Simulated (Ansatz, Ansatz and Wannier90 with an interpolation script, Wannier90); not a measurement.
# AlH3 (R-3c): quasiparticle bands by Wannier interpolation

G0W0 gives levels on a mesh alone; what do the bands of AlH3 (R-3c) look like between the points?

Program: Ansatz 0.2.0. Level of theory: LDA, Wannier functions and G0W0, plane waves, PAW. Results are calculated unless marked as measured.

Most raw output is cut from this account.

**1. Starting point**

It takes space group R-3c (No. 167, trigonal). Conventional cell: a = 4.449 Å, b = 4.449 Å, c = 11.804 Å, α = 90.00°, β = 90.00°, γ = 120.00°. Nearest to Al lie 6 H at 1.72 Å. Nearest to H lie 2 Al at 1.72 Å. Farther neighbours are not listed.

The cell and positions come from the Crystallography Open Database and are kept as given unless a step says otherwise. The default PAW set here is soft_2. Its files were made with PBE.

**2. LDA bands**

The cheap functional maps the bands first; the places of the edges decide which points the dearer methods must see.

This step: DFT, LDA, plane waves, PAW.

Input file input.yaml:

```yaml
crystal:
  lattice:
    - [2.22465, 1.2844022764, 3.9345666667]
    - [-2.22465, 1.2844022764, 3.9345666667]
    - [0.0, -2.5688045527, 3.9345666667]
  atoms:
    - { symbol: Al, position: [0.0, 0.0, 0.0] }
    - { symbol: Al, position: [0.5, 0.5, 0.5] }
    - { symbol: H, position: [0.878, 0.622, 0.25] }
    - { symbol: H, position: [0.25, 0.878, 0.622] }
    - { symbol: H, position: [0.622, 0.25, 0.878] }
    - { symbol: H, position: [0.122, 0.378, 0.75] }
    - { symbol: H, position: [0.75, 0.122, 0.378] }
    - { symbol: H, position: [0.378, 0.75, 0.122] }
kpoints:
  mp_grid: { grid: [4, 4, 4] }
  band_path:
    path:
      - [[0.0, 0.0, 0.0], [0.5, 0.5, 0.5], [0.76229103, 0.23770897, 0.5]]
      - [[0.5, -0.23770897, 0.23770897], [0.5, 0.0, 0.0], [0.0, 0.0, 0.0], [0.36885449, -0.36885449, 0.0]]
      - [[0.63114551, 0.0, 0.36885449], [0.5, 0.0, 0.5], [0.0, 0.0, 0.0]]
    npoints: 10
hamiltonian:
  xc: lda
scf:
  occupations: { method: fermi_dirac, width: 0.02 }
  n_extra_bands: 35
output:
  eigenvalues: true
  fatbands: true
  write_density: true
  write_potential: true
  elf: true
  volumetric_format: npy
```

On the command line:

```console
$ ansatz run input.yaml --threads 8 --pin off --max-ram 18432MiB --backend cpu --events-out ev --progress --plain --runs-dir out
```

Elapsed: 1.4 s, on 8 threads of Arm Neoverse V1, shared host; peak memory 0.4 GiB; 9.4 s of CPU time.

Numbers from this step:

| Property | Result |
| --- | --- |
| filled bands | 6 |
| gap | 1.948 eV |
| valence top at | k = (0.579, 0.000, 0.421) |
| conduction bottom at | Γ |
| least direct gap | 2.013 eV |

The gap is indirect, with the least direct gap 0.07 eV higher.

ELF in the ac plane of the conventional cell at fractional y = 0.000, with atoms of Al and H within 0.2 Å of it. It is the smooth field of the valence electrons, not physical close to the nuclei.

Ten even steps from '0' (0.01) to '9' (1.00), each cell a mean:
```
01688851012200
14999994001221
13899984101111
00356542221000
00001147886300
00000279999820
00000269999610
00012235664100
01578752111000
14899994101221
04999983001221
00466520122200
00121003688740
12221017999972
11111026999951
00001223566410
00157886210000
00599999510000
00489998410000
00035764222100
00001124688630
12211027999962
01221016999971
00122101466520
```
Columns run along a (4.4 Å), rows up along c (11.8 Å), edges of the conventional cell, whose origin can differ from the input's. Atoms in or near the plane, at fractional coordinates: Al at (0.00, 0.50), Al at (0.00, 0.00), H at (0.63, 0.75), H at (0.67, 0.08), H at (0.71, 0.42), H at (0.37, 0.25), H at (0.33, 0.92), H at (0.29, 0.58).

Electrostatic potential energy in the ac plane of the conventional cell at fractional y = 0.000, with atoms of Al and H within 0.2 Å of it. With pseudopotentials it is smooth inside the atoms' cores, unlike the true potential.

Ten even steps from '0' (-20 eV) to '9' (7 eV), each cell a mean:
```
42267899997413
34640289998753
88863588999988
99998888899999
99999888779999
99999986006999
99999987327999
99999888889999
99998888899999
77740289999887
22452589998632
63168999997315
42268999987413
34689999601653
88999988734888
99999888889999
99998788899999
99982038999999
99995258899999
99999888899999
99999888888999
77899998601777
22579999733532
63168999987315
```
Columns run along a (4.4 Å; values clipped at the 3rd and 97th percentile), rows up along c (11.8 Å), edges of the conventional cell, whose origin can differ from the input's. Atoms in or near the plane, at fractional coordinates: Al at (0.00, 0.50), Al at (0.00, 0.00), H at (0.63, 0.75), H at (0.67, 0.08), H at (0.71, 0.42), H at (0.37, 0.25), H at (0.33, 0.92), H at (0.29, 0.58).

**3. Overlaps and projections on 8×8×8**

This step: overlaps and projections of LDA states for Wannier90, plane waves, PAW.

input.yaml, the sections that differ from step 2:

```yaml
kpoints:
  mp_grid: { grid: [4, 4, 4] }
scf:
  occupations: { method: fixed }
  n_extra_bands: 35
output:
  wannier:
    kmesh: [8, 8, 8]
    projections:
      - { species: Al, l: s, shell: 3 }
      - { species: Al, l: p, shell: 3 }
      - { species: H, l: s, shell: 1 }
    minimise: false
    seedname: w
    disentanglement: { window: [-7.94, 21.75], frozen_window: [-7.94, 6.0] }
# crystal, hamiltonian: as in step 2
```

The job ended after 4.6 s (8 threads; peak memory 0.74 GiB; 24 s of CPU time).

**4. Wannier functions by Wannier90 (Al:3s Al:3p H:1s) on 8×8×8**

Localised functions give a small Hamiltonian that interpolates between mesh points at no cost.

This step: maximally localised Wannier functions from the overlaps of LDA states (plane waves, PAW).

Input file w.win:

```
num_iter = 1200
conv_tol = 1.0e-8
conv_window = 5
dis_num_iter = 4000
dis_conv_tol = 1.0e-8
dis_mix_ratio = 0.7
write_hr = true
use_ws_distance = false
num_print_cycles = 50
! ansatz wannier90 interface
! projections by site (counted from 0) and shell: 0 3S, 1 3S, 0 3P, 1 3P, 2 1S, 3 1S, 4 1S, 5 1S, 6 1S, 7 1S
! states of the run's bands (counted from 1): 1-28
num_bands = 28
num_wann  = 14
dis_win_min = -7.94
dis_win_max = 21.75
dis_froz_min = -7.94
dis_froz_max = 6.3
guiding_centres = true

begin unit_cell_cart
Ang
        2.224650000012095       1.2844022763763505       3.9345666666945593
       -2.224650000012095       1.2844022763763505       3.9345666666945593
                      0.0       -2.568804552702701       3.9345666667108814
end unit_cell_cart

begin atoms_frac
Al                       0.0                      0.0                      0.0
Al                       0.5                      0.5                      0.5
H                      0.878                    0.622                     0.25
H                       0.25                    0.878                    0.622
H                      0.622                     0.25                    0.878
H                      0.122                    0.378                     0.75
H                       0.75                    0.122                    0.378
H                      0.378                     0.75                    0.122
end atoms_frac

mp_grid = 8 8 8

[... the mesh's points ...]
```

On the command line:

```console
$ OMP_NUM_THREADS=1 mpirun -n 8 wannier90.x w > wannier90.x.log
```

Wall time 58 s (8 MPI ranks); 7.7 min of CPU time.

This step gave:

```
gauge-invariant spread     : 21.08 Å²
diagonal spread            : 0.01928 Å²
off-diagonal spread        : 3.076 Å²
total spread               : 24.17 Å²
disentanglement steps      : 3222
r.m.s. interpolation error : 0.004499 eV
r.m.s. error near the gap  : 0.006239 eV
```

Near the gap the model misses directly solved bands by 6.2 meV r.m.s. and by 50 meV at most in the window tested. This tests the starting bands, not the corrections carried with them.

Wannier functions, by row:

```tsv
function	x (Å)	y (Å)	z (Å)	spread (Å²)	nearest atom	distance (Å)
1	-0.798	-0.39	0.872	1.941	H7	0.755
2	-0.014	0.639	4.906	2.051	H8	0.953
3	0.225	0.456	-0.912	1.808	H4	0.911
4	1.25	-0.609	-0.06	2.352	H8	1.15
5	-0.288	-1.107	-0.105	1.922	Al1	1.148
6	0.48	-0.106	6.902	2.204	H5	1.086
7	-1.038	-0.122	5.375	2.166	Al2	1.171
8	-0.273	-0.975	6.022	1.967	Al2	1.019
9	0.478	1.236	6.748	1.236	H3	0.172
10	-1.233	-0.013	6.769	1.399	H4	0.243
11	0.874	-1.156	6.865	1.177	H5	0.055
12	-0.438	-1.399	4.748	1.169	H6	0.244
13	1.115	-0.031	5.17	1.517	H7	0.419
14	-1.03	1.216	4.829	1.261	H8	0.236
```

Frozen up to 5.25 eV; above it the model need not follow the bands. The electronic bands at the labelled points (eV, zero at the valence-band top; v1 is the highest filled band, c1 the lowest empty one):

```tsv
point	v4	v3	v2	v1	c1	c2	c3	c4
Γ	-1.80	-1.80	-0.07	-0.07	1.95	5.76	5.79	6.06
halfway	-1.71	-1.71	-0.52	-0.52	3.51	5.96	6.41	6.65
T	-1.28	-1.28	-1.28	-1.28	4.54	4.54	8.30	8.67
halfway	-2.90	-2.90	-0.63	-0.63	5.52	5.54	7.84	7.95
H2	-4.04	-4.04	-0.72	-0.72	5.90	5.97	8.69	9.00
jump to H0	-4.04	-4.04	-0.72	-0.72	5.90	6.02	8.79	9.02
halfway	-2.91	-2.91	-1.08	-1.08	5.09	5.10	7.50	7.95
L	-1.74	-1.74	-1.40	-1.40	3.67	3.67	7.71	8.33
halfway	-2.20	-1.89	-0.76	-0.50	3.01	4.78	5.95	6.55
Γ	-1.80	-1.80	-0.07	-0.07	1.95	5.76	5.79	6.06
halfway	-2.91	-1.62	-1.24	-0.70	3.48	5.03	6.44	6.79
S0	-4.28	-2.85	-2.17	-0.11	6.31	6.41	7.08	9.23
jump to S2	-4.28	-2.85	-2.17	-0.11	6.22	6.36	6.88	9.07
halfway	-4.44	-3.14	-2.66	-0.01	5.37	7.32	7.48	8.68
F	-3.75	-3.24	-3.11	-0.07	5.30	7.66	7.88	8.07
halfway	-2.69	-2.58	-1.96	-0.02	4.13	5.66	6.76	6.99
Γ	-1.80	-1.80	-0.07	-0.07	1.95	5.76	5.79	6.06
```

The same for Kohn-Sham, solved directly:

```tsv
point	v4	v3	v2	v1	c1	c2	c3	c4
Γ	-1.80	-1.80	-0.07	-0.07	1.95	5.60	5.68	5.68
T	-1.28	-1.28	-1.28	-1.28	4.54	4.54	8.15	8.15
H2	-4.04	-4.04	-0.72	-0.72	5.64	5.64	8.11	8.11
H0	-4.04	-4.04	-0.72	-0.72	5.64	5.64	8.11	8.11
L	-1.74	-1.74	-1.40	-1.40	3.67	3.67	7.40	7.40
Γ	-1.80	-1.80	-0.07	-0.07	1.95	5.60	5.68	5.68
S0	-4.28	-2.85	-2.17	-0.11	5.88	6.09	6.51	8.41
S2	-4.28	-2.85	-2.17	-0.11	5.88	6.09	6.51	8.41
F	-3.75	-3.24	-3.11	-0.07	5.29	7.31	7.55	7.65
Γ	-1.80	-1.80	-0.07	-0.07	1.95	5.60	5.68	5.68
```

**5. G0W0 at every point of the mesh: 4×4×4 mesh, 281 empty bands, screening to 150 eV**

G0W0 replaces the xc potential by the self-energy, built once from these orbitals. Only a window of levels is corrected, while the sums run over the empty bands that the input names.

This step: G0W0 on LDA, plane waves, PAW.

input.yaml, the sections that differ from step 3:

```yaml
scf:
  occupations: { method: fixed }
gw:
  n_empty_bands: 281
  ecut_chi: 150.0
  qp_bands: [v6, c2]
  screening: { model: contour_deformation }
# crystal, kpoints, hamiltonian: as in step 3
# output: removed
```

On the command line:

```console
$ ansatz run input.yaml --threads 8 --pin off --max-ram 18432MiB --backend cpu --events-out ev --progress --plain --runs-dir out
```

The job ended after 47 s (8 threads; peak memory 1.3 GiB; 5.9 min of CPU time).

Numbers from this step:

| Item | Value |
| --- | --- |
| bands summed | 287 |
| RPA ε∞ on this mesh (eigenvalues) | 4.494, 4.494, 4.744 |
| plane waves in the screening matrix | 295 |
| q-points in the mesh | 64 |
| G0W0 gap on the mesh | 4.213 eV |
| k of the valence top | 0, -0.5, -0.5 |
| k of the conduction bottom | 0, 0, 0 |
| starting gap on the mesh | 1.964 eV |
| Z at the valence top | 0.7728 |
| Z at the conduction bottom | 0.7979 |
| least direct G0W0 gap on the computed points | 4.304 eV |

The gap on the mesh goes from 1.96 eV to 4.21 eV, a correction of +2.25 eV, though a band edge has moved to another state.

**6. Interpolating the corrections**

A script adds the corrections, carried to the Wannier functions and back, to the LDA levels, along the path and on a 13×13×13 mesh.

* G0W0 gap over the zone: 4.16 eV
* conduction bottom at: Γ
* starting gap over the zone: 1.935 eV
* least direct G0W0 gap: 4.304 eV
* G0W0 gap on the mesh: 4.213 eV
* valence width, start: 8.860 eV
* valence width, G0W0: 8.593 eV
* gap by a rigid shift: 4.184 eV

Levels solved directly plus the interpolated quasiparticle correction. Limits: finite bands, cutoff and mesh. Quasiparticle bands along the path, in eV, zero at the valence-band top of each set; v1 is the highest filled band, c1 the lowest empty one:

```tsv
point	v4	v3	v2	v1	c1
Γ	-1.85	-1.85	-0.14	-0.14	4.17
halfway	-1.74	-1.74	-0.56	-0.56	5.70
T	-1.31	-1.31	-1.31	-1.31	6.67
halfway	-2.90	-2.89	-0.62	-0.61	7.40
H2	-3.97	-3.97	-0.73	-0.73	7.63
jump to H0	-3.97	-3.97	-0.72	-0.72	7.63
halfway	-2.89	-2.86	-1.12	-1.11	7.15
L	-1.78	-1.78	-1.41	-1.41	5.74
halfway	-2.23	-1.93	-0.79	-0.54	5.14
Γ	-1.85	-1.85	-0.14	-0.14	4.17
halfway	-2.91	-1.61	-1.26	-0.70	5.59
S0	-4.19	-2.86	-2.11	-0.17	7.89
jump to S2	-4.19	-2.86	-2.12	-0.17	7.89
halfway	-4.29	-3.14	-2.60	0.00	7.29
F	-3.53	-3.23	-3.12	-0.05	7.30
halfway	-2.67	-2.61	-1.94	-0.05	6.22
Γ	-1.85	-1.85	-0.14	-0.14	4.17
```

The same for LDA:

```tsv
point	v4	v3	v2	v1	c1
Γ	-1.80	-1.80	-0.07	-0.07	1.95
T	-1.28	-1.28	-1.28	-1.28	4.54
H2	-4.04	-4.04	-0.72	-0.72	5.64
H0	-4.04	-4.04	-0.72	-0.72	5.64
L	-1.74	-1.74	-1.40	-1.40	3.67
Γ	-1.80	-1.80	-0.07	-0.07	1.95
S0	-4.28	-2.85	-2.17	-0.11	5.88
S2	-4.28	-2.85	-2.17	-0.11	5.88
F	-3.75	-3.24	-3.11	-0.07	5.29
Γ	-1.80	-1.80	-0.07	-0.07	1.95
```

Minima of the lowest conduction band, from levels solved directly at the displaced points, plus the interpolated correction; masses are left empty at degenerate points, on flat bands and where the interpolated correction rules the curvature; G0W0 masses are rough. Conduction valleys, by row:

```tsv
point	k (reciprocal lattice)	valleys in the zone	G0W0 level above the valence top (eV)	LDA level above the valence top (eV)	G0W0 principal masses (m_e)	LDA principal masses (m_e)
Γ	0.000 0.000 0.000	1	4.16	1.935	0.228 0.446 0.472	0.207 0.366 0.366
```

Second differences of levels solved directly at the displaced points, plus the interpolated correction, at the quasiparticle band edges; no spin-orbit coupling; left empty where the band is flat or the interpolated correction rules the curvature. Effective masses, by row:

```tsv
carrier	point	Cartesian direction	band	LDA mass (m_e)	G0W0 mass (m_e)
hole	0.474 0.074 0.354	010	6	1.168	1.095
hole	0.474 0.074 0.354	001	6	1.379	1.284
hole	0.474 0.074 0.354	111	6	1.624	1.284
electron	Γ	100	7	0.365	0.447
electron	Γ	010	7	0.365	0.468
electron	Γ	001	7	0.207	0.228
electron	Γ	110	7	0.365	0.465
electron	Γ	111	7	0.291	0.348
```

Corrections by starting level (eV, on the run's own energy scale, so only their differences matter):

```tsv
start	correction
-8.83	−1.02
-6.74	−1.10
-5.67	−1.10
-4.61	−1.18
-3.47	−1.24
-3.09	−1.29
-2.18	−1.31
-1.78	−1.32
-1.39	−1.27
-1.03	−1.30
-0.49	−1.31
-0.05	−1.35
0.00	−1.30
1.96	+0.94
3.68	+0.80
4.78	+0.68
5.62	+0.66
7.33	+0.69
```

**7. What came out**

```json
{
 "LDA gap": "1.94 eV",
 "G0W0 gap over the zone": "4.16 eV, indirect",
 "least direct G0W0 gap, in the model": "4.30 eV",
 "GW settings": "4×4×4 mesh, 281 empty bands, screening to 150 eV",
 "known limits": "not at the basis limit"
}
```

What this shows: The Wannier model follows the LDA bands to 6 meV r.m.s. near the gap. The G0W0 gap over the zone is 4.16 eV, indirect, from k = (0.473, 0.074, 0.354) to Γ; on the mesh alone it is 4.21 eV, and a rigid shift of the LDA bands would give 4.18 eV. The valence width in the model goes from 8.86 eV to 8.59 eV. At the band edge the lightest electron mass is 0.21 m_e at the start and 0.23 m_e in G0W0; the G0W0 masses rest on corrections from the 4×4×4 mesh alone and are rough. Bands and cutoff are finite, so the gap is not at the basis limit. The miss can reach some tenths of an eV and take either sign; the mesh is an error of its own. Above the frozen window of the model the interpolated levels need not meet the computed ones, even at points of the mesh.

[Paths, hosts, dates, memory and timing lines, banners, echoed tables and standing remarks are left out of the program output.]

[Logs are printed without paths, hosts, clocks, repeated set-up lines and the standing remarks that a program may print on its own settings, such as how far it seeks lower states.]

[Runs of the session that timed out or met a known fault of the program may be left out.]

[Hosts, paths, dates, database ids (printed as entryN), source tags and the programs' standing remarks are cut or masked in the printed files.]
